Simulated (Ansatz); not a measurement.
# F on Pd(111): change of the work function, part 3 of 3

How does F on the fcc site change the work function of Pd(111) as the layer fills?

Ansatz 0.2.0; plane-wave DFT, PBE, Ansatz PAW.

So far, work function, upper face (eV): step 2 (the clean slab) 5.27; step 3 (17 atoms, coverage 0.25 ML, cell 2x2) 6.21.

**4. Adsorbate added, k-mesh 12×12×1, coverage 1 ML**

System of this step: Pd4F (F/Pd(111)). The cell holds 5 atoms: 4 Pd and 1 F. Cell: a = 2.751 Å, b = 2.751 Å, c = 26.090 Å, α = 90.0°, β = 90.0°, γ = 60.0°. Vacuum lies along c.

Another coverage, to see how the dipoles act on each other as their distance changes.

Contents of input.yaml:

```yaml
crystal:
  lattice:
    - [2.7506453788, 0.0, 0.0]
    - [1.3753226894, 2.3821287749, 0.0]
    - [0.0, 0.0, 26.0900298185]
  atoms:
    - { symbol: Pd, position: [0.0, 0.0, 0.3449593604] }
    - { symbol: Pd, position: [0.3333333333, 0.3333333333, 0.4310417667] }
    - { symbol: Pd, position: [0.6666666667, 0.6666666667, 0.5189677755] }
    - { symbol: Pd, position: [0.0, 0.0, 0.6072672349] }
    - { symbol: F, position: [0.3333333333, 0.3333333333, 0.6550406396] }
kpoints:
  mp_grid: { grid: [12, 12, 1] }
hamiltonian:
  xc: pbe
scf:
  occupations: { method: fermi_dirac, width: 0.1 }
  convergence: { dr2_threshold: 1.0e-08 }
efield:
  axis: 3
  dipole_correction: true
  ramp_position: 0.97
  ramp_width: 0.06
relax:
  f_tol: 0.02
  max_steps: 60
  constraints: [{ sites: [0, 1] }]
output:
  write_potential: true
  write_density: true
  volumetric_format: npy
```

Launch:

```sh
ansatz run input.yaml --threads 4 --pin off --max-ram 6144MiB --backend cpu --events-out ev --progress --plain --runs-dir out
```

Numbers of over 12 decimals in the logs are rounded to 6 here.

The log of the run:

```text
[...]
Crystal: 5 atoms, lattice volume = 170.952 Å³
Basis set: ecut = 420 eV, 3345 PW (Γ), exchange–correlation on 40×40×360 points (8 copies of the dense FFT grid, shifted against one another)
Bands: 48, of which v1, the nominal top of the filled ones, is band 40 counted from 1 (39 counted from 0)
Symmetry: 6 space group operations
[...]
k-points: 19 of 144 (time reversal used)
[...]
SCF iter   1: F=—  HF=-28696.848204 eV  |F-HF|=—  |Δ(HF+E_count)|=         —  Δρ=1.33e-2  dr2=2.69e0  ethr=1.77e-3  p=-0.049 e·Å  D=-5.18e-2 V/Å  ΔV_dip=1.35 eV  dr2_dipole=6.73e-1  V_vac-E_F(+/−)=6.37/5.02 eV  ⟨swp⟩=10.1  Hψ=4505  notcnv=0  defer=11
[...]
SCF iter  14: F=-28696.818353 eV  HF=-28696.818353 eV  |F-HF|=2.04e-8  |Δ(HF+E_count)|=   3.69e-8  Δρ=8.07e-7  dr2=1.37e-9  ethr=1.27e-11  p=-0.047 e·Å  D=-4.97e-2 V/Å  ΔV_dip=1.30 eV  dr2_dipole=2.23e-10  V_vac-E_F(+/−)=6.52/5.22 eV  ⟨swp⟩=8.3  Hψ=6637  notcnv=0
SCF 1 converged in 14 iterations: F = -28696.818353 eV  dr2 = 1.37e-9
[...]
relax step   1: F+E_penalty+E_count = -28696.81835260 eV  Δ(F+E_penalty+E_count) = +0.000e0 eV  max|allowed force component| = 4.168e0 eV/Å  Δτ_max = 0.0000 Å  (14 SCF iters, accepted)
[...]
SCF iter   1: F=—  HF=-28697.368018 eV  |F-HF|=—  |Δ(HF+E_count)|=         —  Δρ=2.10e-2  dr2=7.36e0  ethr=3.10e-3  p=-0.047 e·Å  D=-4.97e-2 V/Å  ΔV_dip=1.30 eV  dr2_dipole=2.78e0  V_vac-E_F(+/−)=6.58/5.29 eV  ⟨swp⟩=4.2  Hψ=2191  notcnv=0  defer=22
[...]
SCF iter  15: F=-28697.237189 eV  HF=-28697.237189 eV  |F-HF|=6.94e-8  |Δ(HF+E_count)|=   2.70e-8  Δρ=9.74e-7  dr2=1.81e-9  ethr=1.27e-11  p=-0.089 e·Å  D=-9.40e-2 V/Å  ΔV_dip=2.45 eV  dr2_dipole=5.71e-12  V_vac-E_F(+/−)=7.68/5.23 eV  ⟨swp⟩=9.8  Hψ=6226  notcnv=0
SCF 2 converged in 15 iterations: F = -28697.237189 eV  dr2 = 1.81e-9
[...]
relax step   2: F+E_penalty+E_count = -28697.23718915 eV  Δ(F+E_penalty+E_count) = -4.188e-1 eV  max|allowed force component| = 1.564e0 eV/Å  Δτ_max = 0.1093 Å  (15 SCF iters, accepted)
SCF iter   1: F=—  HF=-28697.398316 eV  |F-HF|=—  |Δ(HF+E_count)|=         —  Δρ=1.62e-2  dr2=4.42e0  ethr=3.10e-3  p=-0.089 e·Å  D=-9.40e-2 V/Å  ΔV_dip=2.45 eV  dr2_dipole=1.84e0  V_vac-E_F(+/−)=7.75/5.30 eV  ⟨swp⟩=4.4  Hψ=2281  notcnv=0  defer=20
[...]
SCF iter  14: F=-28697.341175 eV  HF=-28697.341175 eV  |F-HF|=3.32e-8  |Δ(HF+E_count)|=   5.46e-8  Δρ=8.51e-7  dr2=3.51e-9  ethr=1.27e-11  p=-0.119 e·Å  D=-1.26e-1 V/Å  ΔV_dip=3.29 eV  dr2_dipole=4.79e-10  V_vac-E_F(+/−)=8.52/5.23 eV  ⟨swp⟩=9.3  Hψ=6080  notcnv=0
SCF 3 converged in 14 iterations: F = -28697.341175 eV  dr2 = 3.51e-9
relax step   3: F+E_penalty+E_count = -28697.34117537 eV  Δ(F+E_penalty+E_count) = -1.040e-1 eV  max|allowed force component| = 1.793e-1 eV/Å  Δτ_max = 0.1406 Å  (14 SCF iters, accepted)
[...]
relax step   4: F+E_penalty+E_count = -28697.34261215 eV  Δ(F+E_penalty+E_count) = -1.437e-3 eV  max|allowed force component| = 2.923e-2 eV/Å  Δτ_max = 0.0216 Å  (12 SCF iters, accepted)
SCF iter   1: F=—  HF=-28697.342711 eV  |F-HF|=—  |Δ(HF+E_count)|=         —  Δρ=3.99e-4  dr2=8.11e-4  ethr=5.86e-6  p=-0.122 e·Å  D=-1.29e-1 V/Å  ΔV_dip=3.38 eV  dr2_dipole=2.56e-4  V_vac-E_F(+/−)=8.61/5.23 eV  ⟨swp⟩=2.1  Hψ=1732  notcnv=0  defer=22
[...]
SCF iter  10: F=-28697.342660 eV  HF=-28697.342660 eV  |F-HF|=6.64e-9  |Δ(HF+E_count)|=   3.00e-8  Δρ=9.37e-7  dr2=4.48e-9  ethr=1.27e-11  p=-0.122 e·Å  D=-1.29e-1 V/Å  ΔV_dip=3.38 eV  dr2_dipole=1.88e-10  V_vac-E_F(+/−)=8.61/5.23 eV  ⟨swp⟩=9.8  Hψ=6304  notcnv=0
SCF 5 converged in 10 iterations: F = -28697.342660 eV  dr2 = 4.48e-9
relax step   5: F+E_penalty+E_count = -28697.34266022 eV  Δ(F+E_penalty+E_count) = -4.807e-5 eV  max|allowed force component| = 8.066e-4 eV/Å  Δτ_max = 0.0041 Å  (10 SCF iters, accepted)
[...]
SCF converged after 10 iterations
Free energy (F): -28697.342660 eV
[...]
Internal energy: -28697.012913 eV  (E = F + TS)
E sigma→0 (E₀):  -28697.177787 eV
Entropy (-TS):   -0.329747 eV (-65.949 meV/atom)
Fermi energy:    2.782882 eV
Dipole field:    D = -0.129487 V/Å  (p = -0.122332 e·Å, saw-weighted, corrected)
Work function:   Φ+ = 8.6102 eV   Φ− = 5.2318 eV
[...]
--- Forces (eV/Å), atoms counted from 1 ---
  atom   1  Pd    -0.00000000     0.00000000    -0.32039074
  atom   2  Pd     0.00000000     0.00000000     0.31957793
  atom   3  Pd    -0.00000000     0.00000000     0.00080661
  atom   4  Pd     0.00000000    -0.00000000     0.00073051
  atom   5  F     -0.00000000    -0.00000000    -0.00069956
  max |Σ_I F_I| component: 2.48e-5 eV/Å
--- Band table (eV; the first three rows and the last of 19) ---
  k-point 0: bands = [... 36 lower, 1.4572, 1.7747, 1.7747, 2.4034, 2.4034, 2.6923, 2.6923, 3.7170, ... 4 higher]
  k-point 1: bands = [... 36 lower, 1.4790, 1.7832, 1.9309, 2.1709, 2.4172, 2.7092, 2.8420, 4.4314, ... 4 higher]
  k-point 2: bands = [... 36 lower, 1.4697, 1.6493, 1.8176, 2.3538, 2.4448, 2.7544, 3.5927, 5.6078, ... 4 higher]
  k-point 18: bands = [... 36 lower, 2.4093, 2.4747, 2.5433, 2.8957, 8.9993, 9.2704, 9.4265, 10.1031, ... 4 higher]
--- Relaxed structure (5 steps of the walk, 5 accepted, 0 SCFs on fresh bases) ---
  F+E_penalty+E_count = -28697.34266022 eV   max|allowed force component| = 8.066e-4 eV/Å
  atoms:
[...]
- { symbol: Pd, position: [0.333333, 0.333333, 0.4310417667] }
    - { symbol: Pd, position: [0.666667, 0.666667, 0.518699] }
[...]
- { symbol: F, position: [0.333333, 0.333333, 0.662864] }
```

It took 22 s on 4 threads of Arm Neoverse V2, shared host; peak memory 0.51 GiB; 86 s of CPU time.

Step by step:

```csv
step,energy less that of the first step (eV),largest force component (eV/Å)
1,0.0000,4.1677
2,-0.4188,1.5643
3,-0.5228,0.1793
4,-0.5243,0.0292
5,-0.5243,0.0008
```

Forces are held to the 6 operations that the run works with; a distortion that breaks them can't arise in this run.

The atoms that moved most (Å):

```csv
atom,dx,dy,dz,length
F5,0.000,0.000,0.204,0.204
Pd4,0.000,0.000,-0.090,0.090
Pd3,0.000,0.000,-0.007,0.007
```

The relaxed structure:

```cif
data_structure
_symmetry_space_group_name_H-M 'P 1'
_symmetry_Int_Tables_number 1
_cell_length_a 2.7506
_cell_length_b 2.7506
_cell_length_c 26.0900
_cell_angle_alpha 90.000
_cell_angle_beta 90.000
_cell_angle_gamma 60.000
_cell_volume 170.95
loop_
_atom_site_label
_atom_site_type_symbol
_atom_site_fract_x
_atom_site_fract_y
_atom_site_fract_z
_atom_site_occupancy
Pd1 Pd 0.00000 0.00000 0.34496 1
Pd2 Pd 0.33333 0.33333 0.43104 1
Pd3 Pd 0.66667 0.66667 0.51870 1
Pd4 Pd 0.00000 0.00000 0.60383 1
F5 F 0.33333 0.33333 0.66286 1
```

This step gave:

```yaml
energy_at_zero_smearing: -28697.1778 eV
work_function_upper_face: 8.610 eV
work_function_lower_face: 5.232 eV
dipole_along_the_normal: -0.1223 e·Å
step_between_the_vacuum_levels: 3.378 eV
```

Running mean over 2.246 Å of the planar mean; the ramp of the sawtooth is left out. Table of electron's electrostatic potential energy less the Fermi level by z:

z (Å), electron's electrostatic potential energy less the Fermi level (eV) and a bar from the least value:
```
      3.5       5.23 ########################
      4.0       5.23 ########################
      4.5       5.23 ########################
      5.0       5.23 ########################
      5.5       5.22 ########################
      6.0       5.18 ########################
      6.5       5.02 ########################
      7.0       4.37 #######################
      7.5       1.77 ###################
      8.0      -3.12 ##########
      8.5      -7.03 ####
      9.0      -8.27 ##
      9.5      -8.44 #
     10.0      -8.50 #
     10.5      -8.53 #
     11.0      -8.58 #
     11.5      -8.55 #
     12.0      -8.35 ##
     12.5      -8.27 ##
     13.0      -8.49 #
     13.5      -8.68 #
     14.0      -8.79 #
     14.5      -8.95 #
     15.0      -8.96 #
     15.5      -8.88 #
     16.0      -9.30 
     16.5      -8.21 ##
     17.0      -3.28 ##########
     17.5       1.52 ##################
     18.0       4.06 ######################
     18.5       6.62 ###########################
     19.0       8.33 ##############################
     19.5       8.57 ##############################
     20.0       8.61 ##############################
     20.5       8.61 ##############################
     21.0       8.61 ##############################
     21.5       8.61 ##############################
     22.0       8.61 ##############################
     22.5       8.61 ##############################
     23.0       8.61 ##############################
```

The relaxation took 5 steps and lowered the energy by 0.52 eV; the largest force on the free atoms ends at 8.1e-4 eV/Å.

The covered face has 8.61 eV, +3.34 eV against the clean one; the bare back face has moved by -0.02 eV, a measure of how thin the slab is.

**5. Work function against coverage**

This step: plane-wave DFT, PBE, Ansatz PAW; work function against coverage (Ansatz 0.2.0).

The runs are now put side by side.

This step gave:

```
work function of the clean face     : 5.268 eV
largest change of the work function : 3.342 eV
```

Table of work function of the covered face by coverage:

```csv
coverage (adsorbates/nm²),work function of the covered face (eV)
0.00,5.27
3.82,6.21
15.26,8.61
```

The dipole per adsorbate comes from the change of the cell's dipole. Coverage, by row:

```csv
coverage (1/nm²),coverage (ML),work function (eV),change (eV),"dipole per adsorbate, positive end outwards (debye)",mean height of the added atoms over the highest substrate atom (Å)
3.815,0.25,6.209,0.941,-0.669,1.569
15.26,1,8.61,3.342,-0.584,1.54
```

**6. What came out**

```yaml
work_function_of_the_clean_face: 5.27 eV
work_function_at_0p25_ml: 6.21 eV
work_function_at_1_ml: 8.61 eV
dipole_per_adsorbate_at_0p25_ml_positive_end_outwards: -0.67 D
```

What this shows: F raises the work function of Pd(111) at the lowest coverage, by 0.94 eV: the adsorbate layer has its negative end outwards. The slab has 4 layers, at the tabulated experimental lattice constant, one starting site was run, and quantum-size effects of a slab this thin can reach one or two tenths of an eV.

[Logs are printed without paths, hosts, clocks, repeated set-up lines and the standing remarks that a program may print on its own settings, such as how far it seeks lower states.]

[Hosts, paths, dates, database ids (printed as entryN), source tags and the programs' standing remarks are cut or masked in the printed files.]

[Maps of the electrostatic potential energy from Ansatz leave out the sawtooth potential of an applied field or a dipole correction, so their vacuum need not be flat; planar profiles and work functions include it.]
